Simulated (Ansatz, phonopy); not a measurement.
# Grüneisen parameters and expansion of ZrC (Fm-3m), part 3 of 3

Aim: how the vibrations of ZrC shift with volume, and the expansion that follows.

Ansatz 0.2.0; DFT PBEsol, scalar-relativistic, plane waves, PAW.

So far. Step 10 (Lattice dynamics at this volume, V/V0 0.985): No mode is imaginary beyond numerical noise at the solved wavevectors. The highest zone-centre mode (no LO–TO term) moved by +3.1 % for a volume change of -1.5 %. Step 11 (Single point at a scaled cell, V/V0 1.03): The run ends at a pressure of -6.57 GPa.

The database entry behind the starting cell differs from later determinations by our own check (an axis about 0.7 % long against later determinations), so it need not match the best structure at ambient conditions.

## 12. Lattice dynamics at this volume, V/V0 1.03

The same q-mesh and k-mesh are kept at every volume, so that much of their error can cancel in the differences.

File input.yaml:

```yaml
crystal:
  lattice:
    - [0.0, 2.3575391086, 2.3575391086]
    - [2.3575391086, 0.0, 2.3575391086]
    - [2.3575391086, 2.3575391086, 0.0]
  atoms:
    - { symbol: Zr, position: [0.5, 0.5, 0.5] }
    - { symbol: C, position: [0.0, 0.0, 0.0] }
kpoints:
  mp_grid: { grid: [16, 16, 16] }
hamiltonian:
  xc: pbesol
scf:
  occupations: { method: methfessel_paxton, width: 0.2 }
output:
  eigenvalues: true
phonons:
  method: dfpt
  qmesh: [4, 4, 4]
  temperatures: { t_max: 1000, t_step: 50 }
  qpath:
    path:
      - [[0.0, 0.0, 0.0], [0.5, 0.0, 0.5], [0.625, 0.25, 0.625]]
      - [[0.375, 0.375, 0.75], [0.0, 0.0, 0.0], [0.5, 0.5, 0.5], [0.5, 0.25, 0.75], [0.5, 0.0, 0.5]]
    npoints: 10
```

Launch:

```
$ ansatz run input.yaml --threads 4 --pin off --max-ram 8192MiB --backend cpu --events-out ev --progress --plain --runs-dir out
```

Numbers of over 12 decimals in the logs are rounded to 6 here.

Output:

```text
[...]
Crystal: 2 atoms, lattice volume = 26.206 Å³
Basis set: ecut = 420 eV, 531 PW (Γ), exchange–correlation on 48×48×48 points (8 copies of the dense FFT grid, shifted against one another)
Bands: 12, of which v1, the nominal top of the filled ones, is band 8 counted from 1 (7 counted from 0)
Symmetry: 48 space group operations
k-points: 145 of 4096
[...]
k-point 144: bands = [... 4 lower, 5.2123, 11.9583, 12.2309, 12.2309, 17.8346, 17.8346, 20.2009, 21.5411]
[...]
ASR residual: 5.228e-5 → 0.000e0 eV/Å²; symmetrization residual: 2.009e-7 eV/Å²
  ASR residual per site (eV/Å²): 2.48e-5 5.23e-5
  Γ frequencies (cm⁻¹): 0.00 0.00 0.00 416.17 416.17 416.17
--- Phonons (arbitrary-q DFPT): 8 irreducible q on the 4×4×4 mesh ---
[...]
interpolated dispersion: 62 rows × 6 modes
[...]
[key lines of the parts left out:]
SCF converged after 7 iterations
Free energy (F): -4377.156744 eV
Fermi energy:    14.574941 eV
```

Run time: 4.1 min. Hardware: 4 threads of Arm Neoverse V1, shared host; peak memory 3.2 GiB.

No LO-TO term. The phonon branches at the labelled points (cm⁻¹):

```tsv
point	branch 1	branch 2	branch 3	branch 4	branch 5	branch 6
Γ	0	0	0	416	416	416
halfway	147	147	207	421	421	577
X	204	204	253	446	446	524
halfway	203	222	251	456	489	521
U	199	242	256	482	514	563
jump to K	199	242	256	482	514	563
halfway	148	161	237	453	490	589
Γ	0	0	0	416	416	416
halfway	132	132	218	456	456	574
L	178	178	317	505	505	644
halfway	193	208	290	503	513	610
W	233	233	241	498	498	573
halfway	215	224	248	467	514	518
X	204	204	253	446	446	524
```

The phonon branches as a text plot (rows in cm⁻¹):

```
    630 |                                     ********
    604 |                  *****             *        **
    577 |      ***              *           *           ****
    550 |    **   **     **      *                          *
    523 |   *       ******* ***   **       *        ****    *****
    496 |              *   ******         *   **************  *
    470 |  *            ***    * *  *       **              ****
    443 | *      *******        **** *   ***                   **
    416 |********                 ********
    389 |
    362 |
    335 |
    309 |                                      *******
    282 |                  ****               *       ***
    255 |         *********    *             *           *  *****
    228 |       **     **  **   *           *          ********
    201 |      *  ********** **  *                  *****     ***
    174 |    ** **          ****  **       *   *******
    148 |   *  *                **        *  **
    121 |  * **                  ****      **
     94 |   *                     **     **
     67 | **                        **   *
     40 | *                          *  *
     13 |*                            **
         Γ           X  U|K            Γ         L        W     X
```

No mode is imaginary beyond numerical noise at the solved wavevectors. The highest zone-centre mode (no LO–TO term) moved by -6.2 % for a volume change of +3.0 %.

## 13. Single point at a scaled cell, V/V0 0.97

Symmetry fixes every atom, so a single point at the scaled cell gives the energy and pressure of this member.

The cell differs from the one that the last finished run ended in (a 3.334 → 3.268 Å, b 3.334 → 3.268 Å, c 3.334 → 3.268 Å).

input.yaml, the sections that differ from step 12:

```yaml
crystal:
  lattice:
    - [0.0, 2.310842834, 2.310842834]
    - [2.310842834, 0.0, 2.310842834]
    - [2.310842834, 2.310842834, 0.0]
  atoms:
    - { symbol: Zr, position: [0.5, 0.5, 0.5] }
    - { symbol: C, position: [0.0, 0.0, 0.0] }
output:
  forces: true
  stress: true
  eigenvalues: true
# kpoints, hamiltonian, scf: as in step 12
# phonons: removed
```

Output:

```text
[...]
Crystal: 2 atoms, lattice volume = 24.680 Å³
Basis set: ecut = 420 eV, 531 PW (Γ), exchange–correlation on 48×48×48 points (8 copies of the dense FFT grid, shifted against one another)
Bands: 12, of which v1, the nominal top of the filled ones, is band 8 counted from 1 (7 counted from 0)
Symmetry: 48 space group operations
[...]
k-points: 145 of 4096
[...]
--- Band table (eV; the first three rows and the last of 145) ---
  k-point 0: bands = [... 4 lower, 4.1517, 16.5743, 16.5743, 16.5743, 16.6829, 16.6829, 16.6829, 18.5627]
  k-point 1: bands = [... 4 lower, 4.2504, 15.7796, 15.9938, 15.9938, 16.9179, 16.9179, 17.2729, 19.1063]
  k-point 2: bands = [... 4 lower, 4.5353, 14.7989, 15.1751, 15.1751, 17.2234, 17.2234, 17.7234, 20.2032]
  k-point 144: bands = [... 4 lower, 6.0832, 12.8414, 13.2362, 13.2362, 19.0334, 19.0334, 21.6704, 23.1211]
[key lines of the parts left out:]
SCF converged after 5 iterations
Free energy (F): -4377.155044 eV
Fermi energy:    15.606150 eV
P = ⅓ Tr σ = 7.6451 GPa (76.451 kbar)
```

Wall time 0.81 s (4 threads); peak memory 0.34 GiB.

The run ends at a pressure of 7.65 GPa.

## 14. Phonons, V/V0 0.97

The same q-mesh and k-mesh are kept at every volume, so that much of their error can cancel in the differences.

input.yaml, the sections that differ from step 13:

```yaml
output:
  eigenvalues: true
phonons:
  method: dfpt
  qmesh: [4, 4, 4]
  temperatures: { t_max: 1000, t_step: 50 }
  qpath:
    path:
      - [[0.0, 0.0, 0.0], [0.5, 0.0, 0.5], [0.625, 0.25, 0.625]]
      - [[0.375, 0.375, 0.75], [0.0, 0.0, 0.0], [0.5, 0.5, 0.5], [0.5, 0.25, 0.75], [0.5, 0.0, 0.5]]
    npoints: 10
# crystal, kpoints, hamiltonian, scf: as in step 13
```

Output:

```text
[...]
Crystal: 2 atoms, lattice volume = 24.680 Å³
Basis set: ecut = 420 eV, 531 PW (Γ), exchange–correlation on 48×48×48 points (8 copies of the dense FFT grid, shifted against one another)
Bands: 12, of which v1, the nominal top of the filled ones, is band 8 counted from 1 (7 counted from 0)
Symmetry: 48 space group operations
k-points: 145 of 4096
[...]
k-point 144: bands = [... 4 lower, 6.0833, 12.8415, 13.2363, 13.2363, 19.0334, 19.0334, 21.6706, 23.1213]
[...]
ASR residual: 5.577e-5 → 0.000e0 eV/Å²; symmetrization residual: 1.493e-7 eV/Å²
  ASR residual per site (eV/Å²): 2.36e-5 5.58e-5
  Γ frequencies (cm⁻¹): 0.00 0.00 0.00 471.55 471.55 471.55
--- Phonons (arbitrary-q DFPT): 8 irreducible q on the 4×4×4 mesh ---
[...]
interpolated dispersion: 62 rows × 6 modes
[...]
[key lines of the parts left out:]
SCF converged after 7 iterations
Free energy (F): -4377.155044 eV
Fermi energy:    15.606200 eV
```

The job ended after 4 min (4 threads; peak memory 3.1 GiB; 15 min of CPU time).

No mode is imaginary beyond numerical noise at the solved wavevectors. The highest zone-centre mode (no LO–TO term) moved by +6.3 % for a volume change of -3.0 %.

## 15. A cell at another volume, V/V0 1.05

Symmetry fixes every atom, so a single point at the scaled cell gives the energy and pressure of this member.

input.yaml, the sections that differ from step 14:

```yaml
crystal:
  lattice:
    - [0.0, 2.3727005485, 2.3727005485]
    - [2.3727005485, 0.0, 2.3727005485]
    - [2.3727005485, 2.3727005485, 0.0]
  atoms:
    - { symbol: Zr, position: [0.5, 0.5, 0.5] }
    - { symbol: C, position: [0.0, 0.0, 0.0] }
output:
  forces: true
  stress: true
  eigenvalues: true
# kpoints, hamiltonian, scf: as in step 14
# phonons: removed
```

Output:

```text
[...]
Crystal: 2 atoms, lattice volume = 26.715 Å³
Basis set: ecut = 420 eV, 531 PW (Γ), exchange–correlation on 48×48×48 points (8 copies of the dense FFT grid, shifted against one another)
Bands: 12, of which v1, the nominal top of the filled ones, is band 8 counted from 1 (7 counted from 0)
Symmetry: 48 space group operations
[...]
k-points: 145 of 4096
[...]
--- Band table (eV; the first three rows and the last of 145) ---
  k-point 0: bands = [... 4 lower, 3.0826, 15.2110, 15.2110, 15.2110, 15.3142, 15.3142, 15.3142, 16.9896]
  k-point 1: bands = [... 4 lower, 3.1687, 14.4593, 14.6667, 14.6667, 15.5298, 15.5298, 15.8592, 17.4966]
  k-point 2: bands = [... 4 lower, 3.4186, 13.5206, 13.9042, 13.9042, 15.8064, 15.8064, 16.2676, 18.5082]
  k-point 144: bands = [... 4 lower, 4.9437, 11.6845, 11.9230, 11.9230, 17.4614, 17.4614, 19.7448, 21.0517]
[key lines of the parts left out:]
SCF converged after 5 iterations
Free energy (F): -4377.129646 eV
Fermi energy:    14.256631 eV
P = ⅓ Tr σ = -10.4325 GPa (-104.325 kbar)
```

Elapsed: 0.82 s, on 4 threads; peak memory 0.34 GiB.

The run ends at a pressure of -10.43 GPa.

## 16. Lattice dynamics at this volume, V/V0 1.05

Phonons at this volume give one point of F(V, T); meshes stay fixed along the series.

input.yaml, the sections that differ from step 15:

```yaml
output:
  eigenvalues: true
phonons:
  method: dfpt
  qmesh: [4, 4, 4]
  temperatures: { t_max: 1000, t_step: 50 }
  qpath:
    path:
      - [[0.0, 0.0, 0.0], [0.5, 0.0, 0.5], [0.625, 0.25, 0.625]]
      - [[0.375, 0.375, 0.75], [0.0, 0.0, 0.0], [0.5, 0.5, 0.5], [0.5, 0.25, 0.75], [0.5, 0.0, 0.5]]
    npoints: 10
# crystal, kpoints, hamiltonian, scf: as in step 15
```

Output:

```text
[...]
Crystal: 2 atoms, lattice volume = 26.715 Å³
Basis set: ecut = 420 eV, 531 PW (Γ), exchange–correlation on 48×48×48 points (8 copies of the dense FFT grid, shifted against one another)
Bands: 12, of which v1, the nominal top of the filled ones, is band 8 counted from 1 (7 counted from 0)
Symmetry: 48 space group operations
k-points: 145 of 4096
[...]
k-point 144: bands = [... 4 lower, 4.9438, 11.6845, 11.9231, 11.9231, 17.4615, 17.4615, 19.7450, 21.0519]
[...]
ASR residual: 5.708e-5 → 0.000e0 eV/Å²; symmetrization residual: 2.347e-7 eV/Å²
  ASR residual per site (eV/Å²): 9.48e-6 5.71e-5
  Γ frequencies (cm⁻¹): 0.00 0.00 0.00 398.39 398.39 398.39
--- Phonons (arbitrary-q DFPT): 8 irreducible q on the 4×4×4 mesh ---
[...]
interpolated dispersion: 62 rows × 6 modes
[...]
[key lines of the parts left out:]
SCF converged after 7 iterations
Free energy (F): -4377.129646 eV
Fermi energy:    14.256704 eV
```

Run time: 4.1 min. Hardware: 4 threads; peak memory 3.3 GiB; 16 min of CPU time.

No LO-TO term. The phonon branches at the labelled points (cm⁻¹):

```tsv
point	branch 1	branch 2	branch 3	branch 4	branch 5	branch 6
Γ	0	0	0	398	398	398
halfway	144	144	198	405	405	564
X	196	196	243	431	431	511
halfway	195	214	240	441	474	509
U	190	232	249	468	501	549
jump to K	190	232	249	468	501	549
halfway	140	158	230	437	476	575
Γ	0	0	0	398	398	398
halfway	127	127	212	440	440	560
L	170	170	309	490	490	630
halfway	185	200	282	489	499	596
W	224	224	233	484	484	558
halfway	207	216	238	453	500	505
X	196	196	243	431	431	511
```

The phonon branches as a text plot (rows in cm⁻¹):

```
    617 |                                     ********
    590 |                  *****             *        **
    564 |      ***              *           *           ****
    538 |    **   **     **      *                          *
    512 |   *       *******  **   **       *         **     *****
    485 |              *   **  **         *    *************  *
    459 |  *            ***  *** *  *        **             **
    433 |         ******        ****     * **                 ***
    407 |*********                *********
    381 |
    354 |
    328 |
    302 |                                      *******
    276 |                  ****               *       **
    249 |         *********    *             *          **    ***
    223 |       **     ******   *           *           *******
    197 |      *  ********** **  *                   ****     ***
    171 |    ** **          ***** **       *   *******
    144 |   *  *               ***        *  **
    118 |    **                  ****      **
     92 |  **                     **     **
     66 | **                        **   *
     39 | *                          *  *
     13 |*                            **
         Γ           X  U|K            Γ         L        W     X
```

No mode is imaginary beyond numerical noise at the solved wavevectors. The highest zone-centre mode (no LO–TO term) moved by -10.2 % for a volume change of +5.0 %.

## 17. Mode Grüneisen parameters

This step: DFT PBEsol, scalar-relativistic, plane waves, PAW (phonopy 4.10.0).

This step gave:

| Quantity | Value |
| --- | --- |
| share of modes with a negative Grüneisen parameter | 0 |

Mean Grüneisen, by row:

```tsv
T (K)	heat-capacity-weighted mean	root mean square
50	1.599	1.662
100	1.651	1.69
200	1.608	1.639
300	1.581	1.611
500	1.562	1.591
800	1.555	1.583
```

Table of mean mode Grueneisen parameter by wavenumber:

```tsv
wavenumber (cm⁻¹)	mean mode Grueneisen parameter
11	-
33	1.52
56	1
78	1.12
100	1.25
122	1.39
144	1.47
166	1.68
189	1.82
211	1.78
233	1.65
255	1.72
277	1.55
300	1.39
322	1.32
344	-
366	-
388	-
411	-
433	2.01
455	1.87
477	1.7
499	1.58
522	1.46
544	1.38
566	1.29
588	1.24
610	1.2
633	1.17
655	1.13
```

Volume series, by row:

```tsv
V/V0	V (Å³/atom)	pressure (GPa)	E - E0 (meV/atom)	gap (eV)	zero-point energy (meV/atom)	lowest on the path (cm⁻¹)	highest at Gamma without the LO-TO term (cm⁻¹)
0.97	12.34	7.645	8.852	0	73.56	0	471.6
0.985	12.53	3.677	2.156	0	71.95	0	457.4
1	12.72	0	0	0	70.37	0	443.5
1.015	12.91	-3.41	2.058	0	68.81	0	429.7
1.03	13.1	-6.572	8.037	0	67.27	0	416.2
1.05	13.36	-10.43	21.59	0	65.25	0	398.4
```

The optical frequency at Gamma without the LO-TO term, mode 4 by V/V0:

```tsv
V/V0	optical frequency at Gamma without the LO-TO term, mode 4 (cm⁻¹)
0.9700	472
0.9850	457
1.0000	444
1.0150	430
1.0300	416
1.0500	398
```

Grüneisen at points, by row:

```tsv
point	branch	frequency (cm⁻¹)	mode Grüneisen parameter
Γ	4	443.5	2.08
X	1	214.5	1.63
X	3	268.7	1.85
X	4	470.6	1.76
X	6	544.2	1.29
U	1	212	2.03
U	2	255.5	1.76
U	3	266.9	1.39
U	4	503.6	1.49
U	5	534.7	1.34
U	6	585.8	1.31
K	1	212	2.03
K	2	255.5	1.76
K	3	266.9	1.39
K	4	503.6	1.49
K	5	534.7	1.34
K	6	585.8	1.31
L	1	189.5	2.11
L	3	329.6	1.3
L	4	528.5	1.5
L	6	665.7	1.11
W	1	245.5	1.66
W	3	252.1	1.56
W	4	519	1.4
W	6	595	1.27
```

## 18. Free-energy fit

This step gave:

* volume expansion coefficient at 300 K: 17.23 1e-6/K
* isothermal bulk modulus at 300 K: 227.5 GPa
* C_P at 300 K: 18.99 J/mol-atom/K
* Grüneisen parameter at 300 K: 1.608

Energy (each curve on its own zero) against volume; values in meV/atom:

```tsv
volume (Å³/atom)	static	F at 0 K	F at 300 K	F at 1300 K
12.340	8.85	12.9	14.8	29.1
12.531	2.16	4.57	5.76	14.7
12.722	0	0.83	1.3	4.61
12.912	2.06	1.33	1.05	-1.32
13.103	8.04	5.77	4.7	-3.46
13.358	21.6	17.3	15.1	-0.93
```

Phonopy-qha, vinet fit of F(V) at each temperature; no electronic free energy. Qha vinet, by row:

```tsv
T (K)	fitted volume (Å³/atom)	alpha_V (1e-6/K)	B_T (GPa)	C_P (J/mol-atom/K)	Grueneisen
100	12.8	5.98	231.4	6.354	1.667
150	12.8	10.06	230.7	10.85	1.649
200	12.81	13.21	229.7	14.43	1.629
250	12.82	15.54	228.7	17.08	1.615
300	12.83	17.23	227.5	18.99	1.608
350	12.84	18.47	226.3	20.37	1.603
400	12.85	19.42	225	21.39	1.602
450	12.86	20.17	223.8	22.16	1.601
500	12.88	20.77	222.5	22.75	1.602
550	12.89	21.28	221.2	23.22	1.603
600	12.91	21.71	219.8	23.6	1.605
650	12.92	22.1	218.5	23.91	1.607
700	12.93	22.45	217.1	24.18	1.61
750	12.95	22.77	215.8	24.41	1.613
800	12.96	23.07	214.4	24.61	1.616
850	12.98	23.36	213	24.79	1.62
900	12.99	23.63	211.6	24.95	1.623
950	13.01	23.9	210.2	25.09	1.627
1000	13.02	24.16	208.8	25.23	1.631
1050	13.04	24.42	207.4	25.36	1.634
1100	13.06	24.68	205.9	25.48	1.638
1150	13.07	24.93	204.5	25.59	1.643
1200	13.09	25.19	203	25.7	1.647
1250	13.11	25.45	201.6	25.8	1.651
```

The volume expansion coefficient, phonopy-qha, Vinet by temperature:

```tsv
temperature (K)	volume expansion coefficient, phonopy-qha, Vinet (1e-6/K)
75	3.63
125	8.14
200	13.2
250	15.5
300	17.2
350	18.5
425	19.8
475	20.5
525	21.0
600	21.7
650	22.1
700	22.4
750	22.8
825	23.2
875	23.5
925	23.8
1000	24.2
1050	24.4
1100	24.7
1150	24.9
1225	25.3
1275	25.6
```

The fit gives a volume expansion of 17.2 × 10⁻⁶/K at 300 K.

## 19. Summary of results

```json
{
  "volume expansion coefficient at 300 K": "17.23 1e-6/K",
  "isothermal bulk modulus at 300 K": "227.5 GPa",
  "C_P at 300 K": "18.99 J/mol-atom/K",
  "Grüneisen parameter at 300 K": "1.608",
  "mean mode Grüneisen parameter at 300 K": "1.58"
}
```

**Reading.** Near room temperature ZrC expands by 17.2 × 10⁻⁶/K in volume by PBEsol, with C_P = 19.0 J/(mol K) per mole of atoms and B_T = 227 GPa. C_P at room temperature is 76 % of the classical 3R an atom, so the stiffest modes are still partly frozen out. The fit leaves out the electrons' free energy, which adds to C_P and to the expansion of a metal at high temperature. The heat-capacity-weighted Grüneisen parameter goes from 1.60 at 50 K to 1.55 at 800 K. Weighting γ by the density of states and each mode's heat capacity at 300 K, modes below 220 cm⁻¹ give about 37 % of the sum of γC that drives the expansion, those up to 440 cm⁻¹ 26 % and the rest 37 %. Among the labelled points γ is largest for branch 1 at L (190 cm⁻¹, 2.1) and smallest for branch 6 at L (666 cm⁻¹, 1.1). The PAW files were made for PBE and are used here under another functional, for which the program regenerates the frozen cores.

[Logs are printed without paths, hosts, clocks, repeated set-up lines and the standing remarks that a program may print on its own settings, such as how far it seeks lower states.]

[Hosts, paths, dates, database ids (printed as entryN), source tags and the programs' standing remarks are cut or masked in the printed files.]

[A step with changed settings may run another functional than the one named; its input shows which.]

[Of the runs on displaced cells, only some may be shown.]
